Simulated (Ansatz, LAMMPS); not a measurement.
# Relaxing glassy 30Al2O3-70P2O5 (mol %) (128 atoms)

Wanted: the relaxed structure of glassy 30Al2O3-70P2O5 (mol %) (128 atoms) and its electronic structure.

Program: Ansatz 0.2.0. Level of theory: Kohn-Sham DFT, PBEsol, PAW (set soft_2), plane waves. Results are calculated unless marked as measured.

### 1. The starting structure

The cell holds 128 atoms: 12 Al, 28 P and 88 O. Cell: a = 11.908 Å, b = 11.908 Å, c = 11.908 Å, α = 90.0°, β = 90.0°, γ = 90.0°. 128 atoms (12 Al, 28 P, 88 O) placed at random at 2.49 g/cm³, melted at 4000 K for 10 ps at fixed volume with the Morse and Coulomb pair potential with partial charges (Pedone, Malavasi, Menziani, Cormack and Segre, J. Phys. Chem. B 110, 11780 (2006)). Quenched from 4000 K to 300 K at 100 K/ps and fixed volume, held 10 ps at zero pressure.

Limits known from the start: The quench rate of 100 K/ps is many orders above laboratory rates, so the cell is likely richer in defects and strain than a real sample. The network of bonds at the start is that of the classical potential that made the cell. Sampling is at Γ alone, for a cell whose shortest periodic width is 12 Å.

### 2. Single point at the start

The forces at the start show how far the geometry lies from a minimum of this functional.

input.yaml

```yaml
crystal:
  lattice:
    - [11.90826, 0.0, 0.0]
    - [0.0, 11.90826, 0.0]
    - [0.0, 0.0, 11.90826]
  atoms:
    - { symbol: Al, position: [0.90256, 0.24258, 0.73043] }
    - { symbol: Al, position: [0.16744, 0.69669, 0.33089] }
    - { symbol: Al, position: [0.00231, 0.54333, 0.02483] }
    - { symbol: Al, position: [0.55247, 0.22941, 0.83682] }
    [... 118 atom lines left out ...]
    - { symbol: O, position: [0.24006, 0.02977, 0.42616] }
    - { symbol: O, position: [0.13843, 0.80398, 0.21984] }
    - { symbol: O, position: [0.90585, 0.92252, 0.71187] }
    - { symbol: O, position: [0.48086, 0.15469, 0.7242] }
    - { symbol: O, position: [0.04138, 0.23361, 0.69896] }
    - { symbol: O, position: [0.95235, 0.85923, 0.38476] }
kpoints:
  mp_grid: { grid: [1, 1, 1] }
hamiltonian:
  xc: pbesol
scf:
  occupations: { method: fixed }
output:
  forces: true
  stress: true
  populations: intrinsic
  dos:
    method: { smearing: { sigma: 0.08 } }
    de: 0.1
    projected: { site_lists: { Al: [Al], O: [O], P: [P] } }
  eigenvalues: true
```

Launch:

```bash
$ ansatz run input.yaml --threads 4 --pin off --max-ram 8192MiB --backend cpu --events-out ev --progress --plain --runs-dir out
```

The job ended after 43 s (4 threads of Intel Xeon Platinum 8488C (Sapphire Rapids), shared host; peak memory 2.5 GiB).

The run gave:

- free energy: -76428.2719 eV
- free energy per atom: -597.0959 eV/atom
- SCF cycles: 11
- pressure: 0.4311 GPa
- r.m.s. force component: 1.526 eV/Å
- longest force: 5.773 eV/Å
- Fermi energy: 4.692 eV
- gap (highest filled to lowest empty level): 0.6218 eV

The r.m.s. force component of 1.5 eV/Å and the pressure of 0.43 GPa set the starting point.

Neighbours are counted within 2.11 Å (O-P), 2.27 Å (O-Al).

Length of the force by element and coordination:

```
element  coordination  atoms  mean length of the force (eV/Å)  spread  least   most
     Al           all     12                             2.28   0.601  0.837   3.28
     Al             4     10                             2.30   0.656  0.837   3.28
     Al             5      2                             2.17  0.0748   2.10   2.25
      O           all     88                             1.88   0.988  0.320   5.77
      O             1     14                             1.39   0.547  0.847   2.48
      O             2     73                             1.99    1.02  0.320   5.77
      O             3      1                            0.795       0  0.795  0.795
      P           all     28                             3.75    1.14   1.22   5.75
      P             4     27                             3.77    1.15   1.22   5.75
      P             5      1                             3.12       0   3.12   3.12
```

### 3. Relaxation

The atoms are relaxed in the fixed cell, aiming at the force tolerance of the input.

input.yaml, the sections that differ from step 2:

```yaml
output:
  forces: true
relax:
  f_tol: 0.05
  max_steps: 200
# crystal, kpoints, hamiltonian, scf: as in step 2
```

Run time: 12 min. Hardware: 4 threads; peak memory 2.2 GiB.

Relaxation path (22 of 43):

```
step  energy less that of the first step (eV)  largest force component (eV/Å)
   1                                   0.0000                          5.3220
   3                                 -11.0580                          1.6587
   5                                 -13.9077                          0.9395
   7                                 -14.9589                          0.7810
   9                                 -15.7724                          0.4104
  11                                 -15.9143                          0.4905
  13                                 -16.1556                          0.1394
  15                                 -16.3631                          0.4320
  17                                 -16.5953                          0.9617
  19                                 -16.9898                          0.3481
  21                                 -17.1849                          0.4201
  23                                 -17.2762                          1.0229
  25                                 -17.4887                          0.2755
  27                                 -17.4960                          0.1840
  29                                 -17.5222                          0.1621
  31                                 -17.5459                          0.0857
  33                                 -17.5496                          0.0965
  35                                 -17.5718                          0.4173
  37                                 -17.6068                          0.1192
  39                                 -17.6213                          0.0636
  41                                 -17.6159                          0.2637
  43                                 -17.6261                          0.0204
```

Relaxation steps 27, 29, 41, 42 were tried and not accepted.

The atoms that moved most (Å):

```
atom      dx      dy      dz  length
 O73  -1.290  -0.699   0.555   1.569
 O83   0.779   0.295   1.117   1.393
 O50   0.892  -0.410   0.682   1.195
 O60   0.936   0.464  -0.448   1.137
 O81   0.134  -0.876   0.682   1.118
O122   0.333   0.697   0.788   1.104
 O88   0.290  -0.235  -1.020   1.086
O118  -0.293  -0.974   0.353   1.076
```

The relaxation changed the energy by -138 meV/atom, and atoms moved by 0.68 Å r.m.s., 1.6 Å at most.

### 4. Structure statistics after relaxation

Bonds before and after, by the cutoffs listed below:

```
pair  bonds before  bonds after  mean before (Å)  mean after (Å)  spread before (Å)  spread after (Å)
 O-P           113          113            1.539           1.556              0.049             0.070
O-Al            52           58            1.821           1.841              0.161             0.093
```

Density 2.56 g/cm³, 13.19 Å³ an atom.

g(r), total and by pair (bins of 0.2 Å):

```
r (Å)  total   O-O    O-P  O-Al   P-P  P-Al  Al-Al
 1.40   0.68  0.00   2.27  0.00  0.00  0.00   0.00
 1.60   3.05  0.00  10.13  0.00  0.00  0.00   0.00
 1.80   1.27  0.00   0.35  9.03  0.00  0.00   0.00
 2.00   0.22  0.00   0.00  1.68  0.00  0.00   0.00
 2.20   0.03  0.00   0.00  0.26  0.00  0.00   0.00
 2.40   0.89  1.88   0.00  0.00  0.00  0.00   0.00
 2.60   1.85  3.91   0.00  0.00  0.00  0.00   0.00
 2.80   0.42  0.77   0.00  0.00  0.64  0.27   1.17
 3.00   0.78  0.94   0.21  0.14  3.60  1.94   0.00
 3.20   0.84  0.54   0.87  0.19  0.69  6.28   0.95
 3.40   0.75  0.65   0.97  0.50  0.15  1.57   2.53
 3.60   0.92  0.76   1.45  0.92  0.00  0.00   0.69
 3.80   1.22  0.87   1.65  2.19  0.58  0.13   0.00
 4.00   1.27  0.97   1.90  1.42  1.07  0.25   0.00
 4.20   1.07  0.72   1.30  2.21  0.58  0.58   0.53
 4.40   0.93  0.85   0.93  1.13  1.50  0.52   0.48
 4.60   0.96  1.13   0.66  0.81  1.20  1.21   1.72
 4.80   1.17  1.41   0.87  0.61  1.94  1.29   0.82
 5.00   1.26  1.45   1.04  0.86  1.58  1.70   1.12
 5.20   0.94  1.07   0.78  0.52  1.40  1.17   1.36
 5.40   0.96  1.04   0.89  0.63  0.99  1.17   2.52
 5.60   0.91  0.82   1.00  0.97  0.82  1.01   1.48
 5.80   0.94  0.90   0.98  0.96  0.92  0.78   1.67
```

Bonds by pair of elements; cutoffs follow the first minimum of g(r), held within bounds set by covalent radii, and pairs that aren't listed don't count as bonded:

```
pair A-B  cutoff (Å)  bonds  mean length (Å)  spread (Å)  shortest (Å)  B about A  A about B
     O-P        2.11    113             1.56        0.07          1.45       1.28       4.04
    O-Al        2.49     58             1.84       0.093          1.73      0.659       4.83
```

How many atoms have how many bonded neighbours:

```
element  mean  1   2  3   4  5  6
     Al  4.83  0   0  0   3  8  1
      O  1.94  8  77  3   0  0  0
      P  4.04  0   0  0  27  1  0
```

Bond angles (no mean is given where the spread exceeds 20°):

```
  angle  count  mean (°)  spread (°)
  O-P-O    172       109         8.7
 O-Al-O    113         -           -
 Al-O-P     52       146        14.9
  P-O-P     27       140        10.1
Al-O-Al      7       121        16.3
```

Oxygen atoms by the number of network formers (Si, P, Ge, B, Al, As, Ga) bound to them:

```
network formers bound to O  O atoms  per cent
                         0        0         0
                         1        8       9.1
                         2       77      87.5
                         3        3       3.4
```

Network units: each former by its oxygen neighbours and how many of them bridge to another former:

```
former  O neighbours  bridging O  atoms
     P             4           3      8
     P             4           4     19
     P             5           5      1
    Al             4           4      3
    Al             5           5      8
    Al             6           6      1
```

Bond length by coordination (bonds to H left out):

```
element  coordination  atoms  mean bond length (Å)
     Al             4      3                  1.76
     Al             5      8                  1.85
     Al             6      1                  1.94
      O             1      8                  1.46
      O             2     77                  1.65
      O             3      3                  1.84
      P             4     27                  1.55
      P             5      1                  1.66
```

Rings of the network by King's shortest-path rule, up to 12 atoms, one path for each pair of neighbours; H, halogens, alkali and alkaline-earth atoms are left out, and the last column divides by all other atoms, bonded or not:

```
ring size (atoms)  rings  per network atom
                4      2             0.016
                6      1             0.008
                8     16             0.125
               10     26             0.203
               12     22             0.172
```

First main peaks of g(r), for some of the pairs, lie near 2.5 Å (O-O), 1.6 Å (O-P), 1.8 Å (O-Al), 3.0 Å (P-P) and 3.2 Å (P-Al). By these cutoffs 67 % of Al atoms have 5, 88 % of O atoms have 2 and 96 % of P atoms have 4 bonded neighbours. The O-P-O angle averages 109° with a spread of 9°. 88 % of the oxygens bridge two formers (P and Al) and 9 % are non-bridging; 3 % join three. The commonest P unit has 4 oxygens, 4 of them shared with other formers (19 of 28 atoms). Rings of 10 atoms are the most common (39 % of those counted); sizes run from 4 to 12, where the search stops.

### 5. Single point at the relaxed geometry

One more single point at the end of the walk gives the fuller output and checks the residual forces.

input.yaml

```yaml
crystal:
  lattice:
    - [11.90826, 0.0, 0.0]
    - [0.0, 11.90826, 0.0]
    - [0.0, 0.0, 11.90826]
  atoms:
    - { symbol: Al, position: [0.89643, 0.21214, 0.75637] }
    - { symbol: Al, position: [0.19243, 0.70292, 0.34139] }
    - { symbol: Al, position: [0.99543, 0.56728, 0.97076] }
    - { symbol: Al, position: [0.5226, 0.2258, 0.87305] }
    [... 118 atom lines left out ...]
    - { symbol: O, position: [0.20099, 0.03692, 0.39526] }
    - { symbol: O, position: [0.1205, 0.80745, 0.26043] }
    - { symbol: O, position: [0.93601, 0.91635, 0.66791] }
    - { symbol: O, position: [0.46852, 0.13879, 0.75641] }
    - { symbol: O, position: [0.02557, 0.23998, 0.69018] }
    - { symbol: O, position: [0.95384, 0.90478, 0.38793] }
kpoints:
  mp_grid: { grid: [1, 1, 1] }
hamiltonian:
  xc: pbesol
scf:
  occupations: { method: fixed }
output:
  forces: true
  stress: true
  populations: intrinsic
  dos:
    method: { smearing: { sigma: 0.08 } }
    de: 0.1
    projected: { site_lists: { Al: [Al], O: [O], P: [P] } }
  eigenvalues: true
  write_density: true
  write_potential: true
  volumetric_format: npy
  elf: true
```

Elapsed: 44 s, on 4 threads; peak memory 2.5 GiB.

The program notes that the exchange-correlation potential is rough where the density is thin.

Read from the output:

```yaml
free_energy: -76445.8979 eV
free_energy_per_atom: -597.2336 eV/atom
scf_cycles: 10
pressure: -1.378 GPa
r_m_s_force_component: 0.00534 eV/Å
longest_force: 0.02611 eV/Å
fermi_energy: 2.988 eV
spacing_of_highest_filled_and_lowest_empty_level: 4.083 eV
```

Intrinsic-atomic-orbital charges by element and coordination:

```
element  coordination  atoms  mean charge (e)  spread   least    most
     Al           all     12             1.34  0.0349    1.27    1.41
     Al             4      3             1.39  0.0145    1.37    1.41
     Al             5      8             1.33  0.0119    1.31    1.34
     Al             6      1             1.27       0    1.27    1.27
      O           all     88           -0.871  0.0273  -0.937  -0.810
      O             1      8           -0.902  0.0276  -0.937  -0.850
      O             2     77           -0.866  0.0236  -0.911  -0.810
      O             3      3           -0.914  0.0233  -0.931  -0.881
      P           all     28             2.16  0.0349    2.10    2.23
      P             4     27             2.17  0.0354    2.10    2.23
      P             5      1             2.15       0    2.15    2.15
```

States in the cell by windows of 1 eV, zero at the Fermi level; the larger projections on atomic orbitals stand beside the total:

```
from (eV)  to (eV)  total   O p  P p  O s
      -14      -13    2.0   1.1  0.2  0.2
      -13      -12    6.2   3.6  0.7  0.8
      -12      -11    9.8   5.8  1.3  1.1
      -11      -10   16.0   9.9  2.4  1.5
      -10       -9   16.4  10.7  2.9  1.0
       -9       -8   23.4  16.0  2.9  1.3
       -8       -7   28.4  19.8  3.4  2.0
       -7       -6   43.8  31.7  5.4  3.2
       -6       -5   46.4  36.7  4.2  3.2
       -5       -4   59.8  50.8  3.1  2.8
       -4       -3   76.1  68.1  2.6  2.2
       -3       -2   90.2  83.6  2.2  1.5
       -2       -1   74.4  70.7  1.3  0.7
       -1        0   34.3  32.7  0.7  0.2
        0        1    0.7   0.7  0.0  0.0
        1        3    0.0   0.0  0.0  0.0
        3        4    0.3   0.0  0.0  0.1
        4        5    4.1   0.5  0.4  0.9
```

The curve was stored every 0.100 eV, coarse against its broadening of 0.08 eV, so these counts are rough.

With fixed occupations the program's Fermi level is the highest filled level; weight inside the gap is the broadening of levels at its edges.

Between -24 and -14 eV lie 176 more states.

The levels nearest the highest filled one (over half full), pooled over k-points and spins:

```
level less the highest filled one (eV)  occupation
                                -0.500           2
                                -0.463           2
                                -0.406           2
                                -0.386           2
                                -0.331           2
                                     0           2
                                  4.08           0
                                  4.76           0
                                  5.08           0
                                  5.38           0
                                  5.58           0
                                  5.64           0
```

Mean intrinsic-atomic-orbital charges: Al +1.34, O -0.87, P +2.16 e.

Runs without a result: scf.mixing.algorithm = "anderson", scf.mixing.beta = 0.5 and scf.mixing.preconditioner = "ldos" (refused).

### 6. Summary of results

- energy change in the relaxation: -137.7 meV/atom
- r.m.s. displacement: 0.68 Å
- largest displacement: 1.569 Å
- free energy per atom: -597.2336 eV/atom
- pressure: -1.378 GPa
- r.m.s. force component: 0.00534 eV/Å
- gap (highest filled to lowest empty level): 4.083 eV
- wall time of the 3 DFT runs: 13 min

In words: Relaxation lowers the energy by 138 meV/atom and moves atoms by 0.68 Å r.m.s.; the r.m.s. force component goes from 1.5 to 0.0053 eV/Å, the pressure goes from 0.43 to -1.4 GPa, and the gap from 0.622 to 4.08 eV. By the final cutoffs 1 of 165 bonded pairs parted and 7 joined. First to last step the energy falls by 17.626 eV; the largest move, 1.57 Å, is that of O73. The O-Al bonds go from 1.821 Å (spread 0.161) to 1.841 Å (spread 0.093), and their number from 52 to 58. By these cutoffs 67 % of Al atoms have 5, 88 % of O atoms have 2 and 96 % of P atoms have 4 bonded neighbours. 88 % of the oxygens bridge two formers (P and Al) and 9 % are non-bridging; 3 % join three. Between filled and empty levels lie 4.08 eV (at Γ alone); a semilocal functional tends to put such gaps too low. In a disordered cell it changes from sample to sample, and tail or defect levels can set it.

What to keep in mind: The starting topology of bonds comes from the classical model; in DFT 1 of its 165 bonded pairs passed out of the cutoffs and 7 came within them.

[Logs are printed without paths, hosts, clocks, repeated set-up lines and the standing remarks that a program may print on its own settings, such as how far it seeks lower states.]

[Hosts, paths, dates, database ids (printed as entryN), source tags and the programs' standing remarks are cut or masked in the printed files.]
